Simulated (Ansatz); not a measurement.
**CdPb in the L10 ordering: lattice stability ahead of a resistivity run**

The plan: relax CdPb in the L10 ordering, check its phonons, and, if the lattice is stable, compute its Eliashberg function and ρ(T).

Calculated with Ansatz 0.2.0; DFT PBEsol, scalar-relativistic, plane waves, PAW.

The structure was built from a prototype and need not be the compound's stable phase.

**1. The starting structure**

It takes space group P4/mmm (No. 123, tetragonal). The conventional cell has a = 3.324 Å, b = 3.324 Å, c = 4.701 Å, α = 90.00°, β = 90.00°, γ = 90.00°. Cd has 4 Cd at 3.32 Å and 8 Pb at 3.32 Å nearest. Nearest to Pb lie 4 Pb at 3.32 Å and 8 Cd at 3.32 Å. Farther neighbours are not listed.

**2. Relaxing cell and atoms**

Lattice constant and positions set the bands and the force constants, so the cell is relaxed first.

Input file input.yaml:

```yaml
crystal:
  lattice:
    - [3.32386, 0.0, 0.0]
    - [0.0, 3.32386, 0.0]
    - [0.0, 0.0, 4.7007]
  atoms:
    - { symbol: Cd, position: [0.0, 0.0, 0.0] }
    - { symbol: Pb, position: [0.5, 0.5, 0.5] }
kpoints:
  mp_grid: { grid: [10, 10, 6] }
hamiltonian:
  xc: pbesol
scf:
  occupations: { method: gaussian, width: 0.1 }
output:
  forces: true
  stress: true
  eigenvalues: true
  write_density: true
  write_potential: true
  elf: true
  volumetric_format: npy
relax:
  adjacent_minimum: "off"
  f_tol: 0.005
  max_steps: 80
  cell: { stress_tol: 0.05 }
```

Launch:

```console
ansatz run input.yaml --threads 4 --pin off --max-ram 8192MiB --backend cpu --events-out ev --progress --plain --runs-dir out
```

Numbers of over 12 decimals in the logs are rounded to 6 here.

The program printed:

```text
Engine: ansatz 0.2.0, aarch64-unknown-linux-gnu
Pseudopotentials: kind: paw
Pseudopotential: Cd, paw, valence charge 20, recommended cutoff 420 eV (normal), Cd.paw.azcp
Pseudopotential: Pb, paw, valence charge 14, recommended cutoff 420 eV (normal), Pb.paw.azcp
Functional definition: PBEsol
  exchange = pbesol_x
  correlation = pbesol_c
Crystal: 2 atoms, lattice volume = 51.934 Å³
Basis set: ecut = 420 eV, 1023 PW (Γ), exchange–correlation on 48×48×64 points (8 copies of the dense FFT grid, shifted against one another)
Bands: 21, of which v1, the nominal top of the filled ones, is band 17 counted from 1 (16 counted from 0)
Symmetry: 16 space group operations
Space group: P4/mmm (ITA 123), of the structure as read, at distance tolerance 3.7e-5 Å
k-points: 84 of 600
Non-local potential: Cd, projectors of the file, l = 0: 3, l = 1: 2, l = 2: 2, l = 3: 1
Non-local potential: Pb, projectors of the file, l = 0: 2, l = 1: 2, l = 2: 2, l = 3: 2
PAW form: soft (Blöchl's): semilocal exchange-correlation on the pseudo side does not see the compensation charge
PAW frozen core: Cd, regenerated for the run's functional, and the local potential with it (the file was generated under x = pbe(κ = 0.804, μ = 0.219515), c = pbe(β = 0.066725))
PAW frozen core: Pb, regenerated for the run's functional, and the local potential with it (the file was generated under x = pbe(κ = 0.804, μ = 0.219515), c = pbe(β = 0.066725))
PAW one-centre angular grid: Cd, 590 points (default); XC on 64 Gauss nodes
PAW one-centre angular grid: Pb, 590 points (default); XC on 64 Gauss nodes
Initial density: superposition of atomic densities (neutral atoms: chi_scale 0, normalization atom), corrected by the library's trained network
Initial wavefunctions: pseudopotential atomic-orbital guess
Functional: x = pbesol(κ = 0.804, μ = 0.123457), c = pbesol(β = 0.046)
SCF iter   1: F=—  HF=-19938.862217 eV  |F-HF|=—  |Δ(HF+E_count)|=         —  Δρ=4.22e-3  dr2=9.47e-3  ethr=1.77e-3  ⟨swp⟩=5.5  Hψ=7298  notcnv=0
preconditioner: auto → Kerker (q_TF=auto, 2.542 Å⁻¹)  [metal: Δε(μ)=0.033 eV  Ē_g=14.915 eV  σ=0.100 eV  W_gap=0.18  n_scr=14 (ndim 8)  ℏωp=26.3 eV  f_vac=0.000  D(μ)=0.80/eV (n_scr^D=2)]
SCF iter   2: F=—  HF=-19938.860031 eV  |F-HF|=—  |Δ(HF+E_count)|=   2.19e-3  Δρ=1.48e-3  dr2=1.70e-3  ethr=2.79e-5  ⟨swp⟩=2.1  Hψ=3101  notcnv=0
SCF iter   3: F=—  HF=-19938.859474 eV  |F-HF|=—  |Δ(HF+E_count)|=   5.57e-4  Δρ=5.64e-4  dr2=3.05e-4  ethr=4.99e-6  ⟨swp⟩=2.8  Hψ=3013  notcnv=0
SCF iter   4: F=—  HF=-19938.859380 eV  |F-HF|=—  |Δ(HF+E_count)|=   9.38e-5  Δρ=1.83e-4  dr2=3.54e-5  ethr=8.97e-7  ⟨swp⟩=2.3  Hψ=2534  notcnv=0
SCF iter   5: F=—  HF=-19938.859405 eV  |F-HF|=—  |Δ(HF+E_count)|=   2.51e-5  Δρ=4.66e-5  dr2=2.76e-6  ethr=1.04e-7  ⟨swp⟩=2.0  Hψ=1951  notcnv=0
SCF iter   6: F=—  HF=-19938.859405 eV  |F-HF|=—  |Δ(HF+E_count)|=   5.45e-7  Δρ=1.51e-5  dr2=1.71e-7  ethr=8.10e-9  ⟨swp⟩=2.0  Hψ=2098  notcnv=0
SCF iter   7: F=-19938.859405 eV  HF=-19938.859405 eV  |F-HF|=2.63e-9  |Δ(HF+E_count)|=   2.37e-8  Δρ=4.28e-6  dr2=8.57e-9  ethr=2.94e-10  ⟨swp⟩=9.3  Hψ=10952  notcnv=0
SCF 1 converged in 7 iterations: F = -19938.859405 eV  dr2 = 8.57e-9
  greatest PAW one-centre occupation: 1.000 electrons in one spin orbital (limit 2), on the Cd atom at site 0 (counted from 0), in its partial waves of l = 0
relax step   1: F+E_penalty+E_count = -19938.85940483 eV  Δ(F+E_penalty+E_count) = +0.000e0 eV  max|allowed force component| = 4.067e-28 eV/Å  Δτ_max = 0.0000 Å  P = -0.025 GPa  Ω = 51.934 Å³  (7 SCF iters, dr2 threshold 1.00e-7 eV, accepted)
Crystal: 2 atoms, lattice volume = 51.889 Å³
Basis set: ecut = 420 eV, 1039 PW (Γ), exchange–correlation on 48×48×64 points (8 copies of the dense FFT grid, shifted against one another)
Initial density: handed on by an earlier stage of this run
Initial wavefunctions: those handed on with the density
iter 1 solved again at ethr=2.40e-7 eV; its pass at ethr=3.10e-3 eV (dr2=8.17e-5 eV) is discarded
SCF iter   1: F=—  HF=-19938.869609 eV  |F-HF|=—  |Δ(HF+E_count)|=         —  Δρ=4.80e-4  dr2=7.73e-5  ethr=2.40e-7  ⟨swp⟩=2.4  Hψ=10797  notcnv=0
preconditioner: auto → none  [insulator: Δε(μ)=0.184 eV  Ē_g=14.981 eV  σ=0.100 eV  W_gap=0.80  n_scr=14 (ndim 8)  ℏωp=26.3 eV  f_vac=0.000  D(μ)=0.31/eV (n_scr^D=0)  ε∞_Penn≈4.1]
SCF iter   2: F=—  HF=-19938.869622 eV  |F-HF|=—  |Δ(HF+E_count)|=   1.33e-5  Δρ=2.19e-4  dr2=1.33e-5  ethr=2.27e-7  ⟨swp⟩=1.6  Hψ=1829  notcnv=0
SCF iter   3: F=—  HF=-19938.869625 eV  |F-HF|=—  |Δ(HF+E_count)|=   2.54e-6  Δρ=3.38e-5  dr2=4.67e-7  ethr=3.91e-8  ⟨swp⟩=2.9  Hψ=2746  notcnv=0
SCF iter   4: F=-19938.869625 eV  HF=-19938.869625 eV  |F-HF|=3.60e-8  |Δ(HF+E_count)|=   6.87e-9  Δρ=9.08e-6  dr2=5.91e-8  ethr=5.88e-10  ⟨swp⟩=10.1  Hψ=12114  notcnv=0
SCF 2 converged in 4 iterations: F = -19938.869625 eV  dr2 = 5.91e-8
  Residual-converged pass: ⟨swp⟩=1.0  Hψ=2103  notcnv=0  max |occ|·‖R‖ = 7.0e-9 eV (tolerance 1.0e-8 eV)  dr2=5.91e-8  dr2_onsite=2.50e-9  max |Δocc| = 1.0e-10
relax step   2: F+E_penalty+E_count = -19938.86962494 eV  Δ(F+E_penalty+E_count) = -1.022e-2 eV  max|allowed force component| = 4.427e-29 eV/Å  Δτ_max = 0.0000 Å  P = -0.039 GPa  Ω = 51.889 Å³  energy of the carried Pulay correction = +9.268e-6 eV  (4 SCF iters, dr2 threshold 2.00e-7 eV, accepted)
Crystal: 2 atoms, lattice volume = 51.623 Å³
Basis set: ecut = 420 eV, 1019 PW (Γ), exchange–correlation on 48×48×64 points (8 copies of the dense FFT grid, shifted against one another)
iter 1 solved again at ethr=5.06e-7 eV; its pass at ethr=3.10e-3 eV (dr2=1.72e-4 eV) is discarded
SCF iter   1: F=—  HF=-19938.870340 eV  |F-HF|=—  |Δ(HF+E_count)|=         —  Δρ=7.07e-4  dr2=1.70e-4  ethr=5.06e-7  ⟨swp⟩=2.6  Hψ=11071  notcnv=0
preconditioner: auto → Kerker (q_TF=auto, 2.545 Å⁻¹)  [metal: Δε(μ)=0.074 eV  Ē_g=15.004 eV  σ=0.100 eV  W_gap=0.40  n_scr=14 (ndim 8)  ℏωp=26.4 eV  f_vac=0.000  D(μ)=0.59/eV (n_scr^D=2)]
SCF iter   2: F=—  HF=-19938.870351 eV  |F-HF|=—  |Δ(HF+E_count)|=   1.12e-5  Δρ=4.06e-4  dr2=6.60e-5  ethr=5.01e-7  ⟨swp⟩=1.0  Hψ=1765  notcnv=0
SCF iter   3: F=—  HF=-19938.870349 eV  |F-HF|=—  |Δ(HF+E_count)|=   1.98e-6  Δρ=8.41e-5  dr2=6.15e-6  ethr=1.94e-7  ⟨swp⟩=2.0  Hψ=2068  notcnv=0
SCF iter   4: F=—  HF=-19938.870348 eV  |F-HF|=—  |Δ(HF+E_count)|=   1.07e-6  Δρ=3.65e-5  dr2=9.51e-7  ethr=1.81e-8  ⟨swp⟩=2.0  Hψ=2372  notcnv=0
SCF iter   5: F=-19938.870348 eV  HF=-19938.870348 eV  |F-HF|=2.64e-8  |Δ(HF+E_count)|=   2.27e-7  Δρ=8.51e-6  dr2=6.72e-8  ethr=5.88e-10  ⟨swp⟩=9.7  Hψ=11831  notcnv=0
SCF 3 converged in 5 iterations: F = -19938.870348 eV  dr2 = 6.72e-8
relax step   3: F+E_penalty+E_count = -19938.87034769 eV  Δ(F+E_penalty+E_count) = -7.227e-4 eV  max|allowed force component| = 1.972e-29 eV/Å  Δτ_max = 0.0000 Å  P = +0.163 GPa  Ω = 51.623 Å³  energy of the carried Pulay correction = +5.794e-5 eV  (5 SCF iters, dr2 threshold 2.00e-7 eV, accepted)
[...]
relax step   4: F+E_penalty+E_count = -19938.87223264 eV  Δ(F+E_penalty+E_count) = -1.885e-3 eV  max|allowed force component| = 2.035e-28 eV/Å  Δτ_max = 0.0000 Å  P = -0.091 GPa  Ω = 51.892 Å³  energy of the carried Pulay correction = +9.993e-6 eV  (4 SCF iters, dr2 threshold 2.00e-7 eV, accepted)
[...]
relax step   5: F+E_penalty+E_count = -19938.87227539 eV  Δ(F+E_penalty+E_count) = -4.275e-5 eV  max|allowed force component| = 0.000e0 eV/Å  Δτ_max = 0.0000 Å  P = +0.002 GPa  Ω = 51.800 Å³  energy of the carried Pulay correction = +2.604e-5 eV  (3 SCF iters, dr2 threshold 2.48e-8 eV, accepted)
Initial wavefunctions: pseudopotential atomic-orbital guess (no wavefunctions were taken with the density)
iter 1 solved again at ethr=9.50e-9 eV; its pass at ethr=3.10e-3 eV (dr2=3.23e-6 eV) is discarded
SCF iter   1: F=—  HF=-19938.872226 eV  |F-HF|=—  |Δ(HF+E_count)|=         —  Δρ=5.29e-5  dr2=2.08e-7  ethr=9.50e-9  ⟨swp⟩=3.9  Hψ=12403  notcnv=0
preconditioner: auto → none  [insulator: Δε(μ)=0.145 eV  Ē_g=14.992 eV  σ=0.100 eV  W_gap=0.70  n_scr=14 (ndim 8)  ℏωp=26.3 eV  f_vac=0.000  D(μ)=0.36/eV (n_scr^D=0)  ε∞_Penn≈4.1]
SCF iter   2: F=—  HF=-19938.872247 eV  |F-HF|=—  |Δ(HF+E_count)|=   2.10e-5  Δρ=2.56e-5  dr2=4.61e-8  ethr=6.13e-10  ⟨swp⟩=2.0  Hψ=2902  notcnv=0
SCF iter   3: F=—  HF=-19938.872247 eV  |F-HF|=—  |Δ(HF+E_count)|=   1.09e-7  Δρ=3.16e-6  dr2=4.91e-9  ethr=1.35e-10  ⟨swp⟩=2.1  Hψ=2679  notcnv=0
SCF iter   4: F=—  HF=-19938.872247 eV  |F-HF|=—  |Δ(HF+E_count)|=   1.38e-9  Δρ=9.57e-7  dr2=1.13e-10  ethr=1.44e-11  ⟨swp⟩=2.0  Hψ=2945  notcnv=0
SCF iter   5: F=-19938.872247 eV  HF=-19938.872247 eV  |F-HF|=3.64e-12  |Δ(HF+E_count)|=  2.18e-10  Δρ=1.06e-7  dr2=1.82e-12  ethr=1.00e-12  ⟨swp⟩=6.8  Hψ=8509  notcnv=0
SCF 6 converged in 5 iterations: F = -19938.872247 eV  dr2 = 1.82e-12
relax step   6: F+E_penalty+E_count = -19938.87224703 eV  Δ(F+E_penalty+E_count) = +2.836e-5 eV  max|allowed force component| = 6.311e-30 eV/Å  Δτ_max = 0.0000 Å  P = -0.000 GPa  Ω = 51.800 Å³  stress off target by 1.32e-3 GPa  SCF on the basis re-selected at this cell (its energy is not comparable with the rows above)  (5 SCF iters)
basis re-selected at this cell: Δ(F+E_penalty+E_count) = +2.836e-5 eV, ΔP = -0.002 GPa vs the last step (what re-selecting the basis moved, of the pressure what is left beyond the Pulay correction that the steps carried, after the strain that the cell walked since its last selection, with what the two solves' SCF thresholds leave and, on support functions, any second-order correction that the steps lacked; it is no m [...]
SCF converged after 5 iterations
Free energy (F): -19938.872247 eV
Harris-Foulkes:  -19938.872247 eV  (|F-HF|=3.64e-12)
Internal energy: -19938.870446 eV  (E = F + TS)
E sigma→0 (E₀):  -19938.871347 eV
Entropy (-TS):   -0.001801 eV (-0.901 meV/atom)
Fermi energy:    12.383687 eV
--- Per-component energies (eV) ---
  E_band       = -452.412583
  E_kinetic    = 794.733893
  E_local      = -4255.189588  (includes V_loc(G=0)·N_el)
  E_nonlocal   = 387.108188
  E_hartree    = 1924.838482
  E_xc         = -394.840362
  E_vxc        = -354.282662  (∫ρ·V_xc dr)
  E_paw        = -14268.990750  (= ΣΔE_a)
  E_vpaw       = -874.459489  (= ΣTr[D̂ρ^β])
  E_aug_tail   = 0.000061  (compensation charges beyond the density's cutoff)
  E_ewald      = -4126.934446
  E_core_change = 0.404076  (= ΣΔE_core)
  E_smearing   = -0.001801  (= −TS)
  E_closure    = 0.000000  (closes the sum)
  Σ components = -19938.872247   (vs F -19938.872247, Δ=0.00e0)
--- Forces (eV/Å), atoms counted from 1 ---
  atom   1  Cd     0.00000000     0.00000000     0.00000000
  atom   2  Pb     0.00000000    -0.00000000     0.00000000
  max |Σ_I F_I| component: 1.26e-29 eV/Å
--- Stress (GPa, compression-positive) ---
        0.000407       0.000000       0.000000
        0.000000       0.000407       0.000000
        0.000000       0.000000      -0.001319
  P = ⅓ Tr σ = -0.0002 GPa (-0.002 kbar)
--- Band table (eV; the first three rows and the last of 84) ---
  k-point 0: bands = [... 13 lower, 3.7782, 3.9006, 10.3081, 10.6429, 15.6505, 15.6505, 19.3210, 20.3646]
  k-point 1: bands = [... 13 lower, 3.7648, 3.8995, 8.1712, 13.1809, 15.9131, 15.9131, 19.4556, 20.4520]
  k-point 2: bands = [... 13 lower, 3.7384, 3.8974, 6.4691, 16.0524, 16.6046, 16.6046, 19.7677, 20.6990]
  k-point 83: bands = [... 13 lower, 4.1036, 6.1205, 11.3527, 11.3527, 12.9143, 13.4360, 13.4740, 13.4740]
--- Relaxed structure (5 steps of the walk, 5 accepted, 1 SCFs on fresh bases) ---
  F+E_penalty+E_count = -19938.87224703 eV   max|allowed force component| = 6.311e-30 eV/Å   (the final SCF, on the basis selected at the relaxed cell)
  cell:  # Å, volume = 51.7995 Å³
    - [3.376085, 0, 0.0]
    - [0, 3.376085, 0.0]
    - [0.0, 0.0, 4.544636]
  atoms:
    - { symbol: Cd, position: [0, 0, 0.0] }
    - { symbol: Pb, position: [0.5, 0.5, 0.5] }
```

The job ended after 8 s (4 threads of Arm Neoverse V1, shared host; peak memory 0.42 GiB; 29 s of CPU time).

The steps of the relaxation:

| step | energy less that of the first step (eV) | largest force component (eV/Å) | pressure (GPa) | volume (Å³) |
| --- | --- | --- | --- | --- |
| 1 | 0.0000 | 0.0000 | -0.02 | 51.93 |
| 2 | -0.0102 | 0.0000 | -0.04 | 51.89 |
| 3 | -0.0109 | 0.0000 | 0.16 | 51.62 |
| 4 | -0.0128 | 0.0000 | -0.09 | 51.89 |
| 5 | -0.0129 | 0.0000 | 0.00 | 51.80 |
| 6* | -0.0128 | 0.0000 | 0.00 | 51.80 |

Relaxation steps marked * repeat the geometry before them on a plane-wave basis chosen anew for their cell, so energy and pressure can jump there.

The run keeps the 16 symmetry operations that it works with, so distortions that break them were not tested.

| conventional cell, symmetrised | before | after | change |
| --- | --- | --- | --- |
| a (Å) | 3.324 | 3.376 | +1.6 % |
| b (Å) | 3.324 | 3.376 | +1.6 % |
| c (Å) | 4.701 | 4.545 | -3.3 % |
| volume (Å³/atom) | 25.97 | 25.90 | -0.3 % |

The relaxed structure:

```
Cd Pb
1.0
     3.37608    0.00000    0.00000
     0.00000    3.37608    0.00000
     0.00000    0.00000    4.54464
Cd Pb
1 1
Direct
  0.00000 0.00000 0.00000
  0.50000 0.50000 0.50000
```

Numbers from this step:

```yaml
pressure: -1.69e-4 GPa
volume_per_atom: 25.90 Å³
metallic_on_mesh: yes
gap_on_the_k_mesh: 0 eV
```

Valence density in the ac plane at fractional y = 0.500, with atoms of Pb within 0.2 Å of it. It is the smooth field of the valence electrons, not physical close to the nuclei.

Values in e/Å³, 18 rows by 14 columns, each cell a mean:
```
0.1 0.1 0.1 0.1 0.1 0.1 0.1 0.1 0.1 0.1 0.1 0.1 0.1 0.1
0.1 0.1 0.1 0.1 0.1 0.1 0.1 0.1 0.1 0.1 0.1 0.1 0.1 0.1
0.1 0.1 0.1 0.1 0.1 0.1 0.1 0.1 0.1 0.1 0.1 0.1 0.1 0.1
0.1 0.1 0.1 0.1 0.2 0.2 0.2 0.2 0.2 0.2 0.2 0.1 0.1 0.1
0.1 0.1 0.1 0.2 0.3 0.4 0.6 0.6 0.6 0.4 0.3 0.2 0.1 0.1
0.1 0.1 0.2 0.3 0.6 1.0 1.5 1.6 1.4 0.9 0.5 0.3 0.2 0.1
0.1 0.2 0.2 0.5 1.1 2.2 3.3 3.8 3.2 1.9 0.9 0.4 0.2 0.1
0.1 0.2 0.3 0.7 1.8 4.0 6.3 7.3 6.0 3.5 1.5 0.6 0.3 0.2
0.1 0.2 0.4 0.8 2.2 4.9 7.9 9.2 7.5 4.2 1.8 0.7 0.3 0.2
0.1 0.2 0.3 0.8 1.9 4.3 6.8 7.9 6.5 3.7 1.6 0.7 0.3 0.2
0.1 0.2 0.3 0.5 1.3 2.7 4.1 4.7 4.0 2.3 1.1 0.5 0.2 0.2
0.1 0.1 0.2 0.3 0.6 1.2 1.7 1.9 1.6 1.0 0.6 0.3 0.2 0.1
0.1 0.1 0.1 0.2 0.3 0.5 0.7 0.7 0.7 0.5 0.3 0.2 0.1 0.1
0.1 0.1 0.1 0.1 0.2 0.2 0.3 0.3 0.3 0.2 0.2 0.1 0.1 0.1
0.1 0.1 0.1 0.1 0.1 0.1 0.1 0.1 0.1 0.1 0.1 0.1 0.1 0.1
0.1 0.1 0.1 0.1 0.1 0.1 0.1 0.1 0.1 0.1 0.1 0.1 0.1 0.1
0.1 0.1 0.1 0.1 0.1 0.1 0.1 0.1 0.1 0.1 0.1 0.1 0.1 0.1
0.1 0.1 0.1 0.1 0.1 0.1 0.1 0.1 0.1 0.1 0.1 0.1 0.1 0.1
```
Columns run along a (3.4 Å), rows up along c (4.5 Å). Atoms in or near the plane, at fractional coordinates: Pb at (0.50, 0.50).

ELF in the ac plane at fractional y = 0.500, with atoms of Pb within 0.2 Å of it. It is the smooth field of the valence electrons, not physical close to the nuclei.

Ten even steps from '0' (0.00) to '9' (0.41), each cell a mean:
```
44444332222334444
55444433333344445
55555555555555555
55556677777766555
55667889999887665
55678999889998765
55789985445899875
45789841001489875
45789720000279875
45789840000489875
55789974224799875
55678999889998765
55677889999887765
55566778888776655
55555556666555555
55544444334444455
44444332222334444
44444332222334444
```
Columns run along a (3.4 Å), rows up along c (4.5 Å). Atoms in or near the plane, at fractional coordinates: Pb at (0.50, 0.50).

Electrostatic potential energy in the ac plane at fractional y = 0.500, with atoms of Pb within 0.2 Å of it. With pseudopotentials it is smooth inside the atoms' cores, unlike the true potential.

Ten even steps from '_' (-30 eV) to '@' (15 eV), each cell a mean:
```
@@@@@@@@@@@@@@@@@@@@@@@@@@@@@@@@@@
@@@@@@@@@@@@@@@@@@@@@@@@@@@@@@@@@@
@@@@@@@@@@@@@@@@@@@@@@@@@@@@@@@@@@
@@@@@@@@@@@@@@%%%%%%%%@@@@@@@@@@@@
@@@@@@@@%%%%##**++++**##%%%%@@@@@@
@@@@@@%%%%**--........--**%%%%@@@@
@@@@@@%%**::____________::**%%@@@@
@@@@%%##--____..::::..____--##%%@@
@@@@%%##::____::====::____::##%%@@
@@@@%%##--____..----..____--##%%@@
@@@@%%%%++..____________..++%%%%@@
@@@@@@%%##++::..____..::++##%%@@@@
@@@@@@@@%%%%**++====++**%%%%@@@@@@
@@@@@@@@@@@@%%%%%%%%%%%%@@@@@@@@@@
@@@@@@@@@@@@@@@@@@@@@@@@@@@@@@@@@@
@@@@@@@@@@@@@@@@@@@@@@@@@@@@@@@@@@
@@@@@@@@@@@@@@@@@@@@@@@@@@@@@@@@@@
@@@@@@@@@@@@@@@@@@@@@@@@@@@@@@@@@@
```
Columns run along a (3.4 Å; values clipped at the 3rd and 97th percentile), rows up along c (4.5 Å). Atoms in or near the plane, at fractional coordinates: Pb at (0.50, 0.50).

The largest force is now zero by symmetry and the largest stress component 0.0013 GPa.

**3. Relaxing tightly for phonons**

No force is left; the cell is relaxed once more with another smearing and tight thresholds.

Input file input.yaml:

```yaml
crystal:
  lattice:
    - [3.3760847548, 0.0, 0.0]
    - [0.0, 3.3760847548, 0.0]
    - [0.0, 0.0, 4.5446357785]
  atoms:
    - { symbol: Cd, position: [0.0, 0.0, 0.0] }
    - { symbol: Pb, position: [0.5, 0.5, 0.5] }
kpoints:
  mp_grid: { grid: [10, 10, 6] }
hamiltonian:
  xc: pbesol
scf:
  occupations: { method: methfessel_paxton, width: 0.2 }
output:
  forces: true
  stress: true
  eigenvalues: true
relax:
  adjacent_minimum: "off"
  f_tol: 0.001
  max_steps: 60
  cell: { stress_tol: 0.01 }
```

The program printed:

```text
[the first part of the log is left out]
  E_xc         = -394.844946
  E_vxc        = -354.288592  (∫ρ·V_xc dr)
  E_paw        = -14268.989238  (= ΣΔE_a)
  E_vpaw       = -874.456742  (= ΣTr[D̂ρ^β])
  E_aug_tail   = 0.000061  (compensation charges beyond the density's cutoff)
  E_ewald      = -4127.379669
  E_core_change = 0.404076  (= ΣΔE_core)
  E_smearing   = 0.004460  (= −TS)
  E_closure    = 0.000000  (closes the sum)
  Σ components = -19938.870041   (vs F -19938.870041, Δ=0.00e0)
[...]
--- Stress (GPa, compression-positive) ---
        0.003314      -0.000000       0.000000
       -0.000000       0.003314       0.000000
        0.000000       0.000000       0.002154
  P = ⅓ Tr σ = 0.0029 GPa (0.029 kbar)
--- Band table (eV; the first three rows and the last of 84) ---
[...]
--- Relaxed structure (2 steps of the walk, 2 accepted, 1 SCFs on fresh bases) ---
[...]
cell:  # Å, volume = 51.7829 Å³
    - [3.375800, 0, 0]
    - [0, 3.375800, 0]
    - [0, 0, 4.543942]
  atoms:
    - { symbol: Cd, position: [0, 0, 0] }
    - { symbol: Pb, position: [0.5, 0.5, 0.5] }
```

Run time: 4 s. Hardware: 4 threads; peak memory 0.42 GiB.

Little changed from the start: no atom moved by 0.005 Å and no cell edge by 0.1 %.

Numbers from this step:

- pressure: 0.002927 GPa
- volume per atom: 25.89 Å³

The largest force is now zero by symmetry and the largest stress component 0.0033 GPa, small enough for phonons.

[end of part 1 of 2]

[Logs are printed without paths, hosts, clocks, repeated set-up lines and the standing remarks that a program may print on its own settings, such as how far it seeks lower states.]

[Hosts, paths, dates, database ids (printed as entryN), source tags and the programs' standing remarks are cut or masked in the printed files.]
